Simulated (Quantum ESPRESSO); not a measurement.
Consider Mo (Im-3m).

```xyz
1
Lattice="-1.5734 1.5734 1.5734 1.5734 -1.5734 1.5734 1.5734 1.5734 -1.5734" Properties=species:S:1:pos:R:3 pbc="T T T"
Mo    0.0000    0.0000    0.0000
```

Absorber: atom 1, with 8 Mo at 2.73 Å and 6 Mo at 3.15 Å (cube and octahedron, as in bcc, site symmetry m-3m). Method: Quantum ESPRESSO XSpectra, PBE, excited-electron core hole (neutral cell), 8-atom cell with 5.5 Å between holes, 5×5×5 k points, dipole transitions, Lorentzian half width 0.89 eV up to 4 eV, rising linearly to 1.75 eV at 25 eV (not a setting of the program: the run's 0.4 eV curve was folded afterwards with a further Lorentzian).

Predict the near-edge structure at the Mo L₃ edge.

Main maxima up to 30 eV above the zero (height): 1.1 eV (2.90), 12.7 eV (0.80) and 27.9 eV (0.57). At an L edge the dipole rule selects empty d (and weakly s) states on the absorber, and the strong line at the onset measures the empty part of its d band. 

The Mo L₃ spectrum (energy from the energy zero of the input (xe0, at the border of filled and empty states); intensity scaled to a mean of 1 over the first 20 eV; folded afterwards to Lorentzian half width 0.89 eV up to 4 eV, rising linearly to 1.75 eV at 25 eV; the points at xe0, where the cut of filled states can leave a spike, are interpolated):

```
E (eV)  intensity
 -2.00       0.37
 -1.25       0.61
 -0.50       1.19
  0.25       2.29
  1.00       2.89
  1.75       2.77
  2.50       2.19
  3.25       1.67
  4.00       1.18
  4.75       0.86
  5.50       0.75
  6.25       0.64
  7.00       0.55
  7.75       0.53
  8.50       0.50
  9.25       0.50
 10.00       0.59
 10.75       0.70
 11.50       0.78
 12.25       0.80
 13.00       0.80
 13.75       0.77
 14.50       0.72
 15.25       0.71
 16.00       0.68
 16.75       0.65
 17.50       0.63
 18.25       0.63
 19.00       0.65
 19.75       0.63
 20.50       0.56
 21.25       0.51
 22.00       0.48
 22.75       0.48
 23.50       0.50
 24.25       0.53
 25.00       0.53
 25.75       0.54
 26.50       0.56
 27.25       0.57
 28.00       0.57
 28.75       0.56
 29.50       0.55
 30.25       0.54
 31.00       0.53
 31.75       0.54
```

Only the L₃ part is meant: spin–orbit coupling of the core level isn't computed and the L₂ copy isn't added. The holes are only 5.5 Å apart, so the shape is probably not converged with cell size; no larger cell was run here. The structure is a published determination, not relaxed.

[Banner, clock and machine lines of the logs are left out without a mark of their own.]

[Logs are printed without paths, hosts, clocks, repeated set-up lines and the standing remarks that a program may print on its own settings, such as how far it seeks lower states.]

[Hosts, paths, dates, database ids (printed as entryN), source tags and the programs' standing remarks are cut or masked in the printed files.]

[Lists of maxima count a maximum above −3 eV only where it reaches 4 % of the highest in the window and stands out from its surroundings by 2 % of it (1.5 % where it reaches 55 %); shoulders and weaker maxima are passed over, and of the rest the first, up to two pre-edge ones and the few strongest are named.]
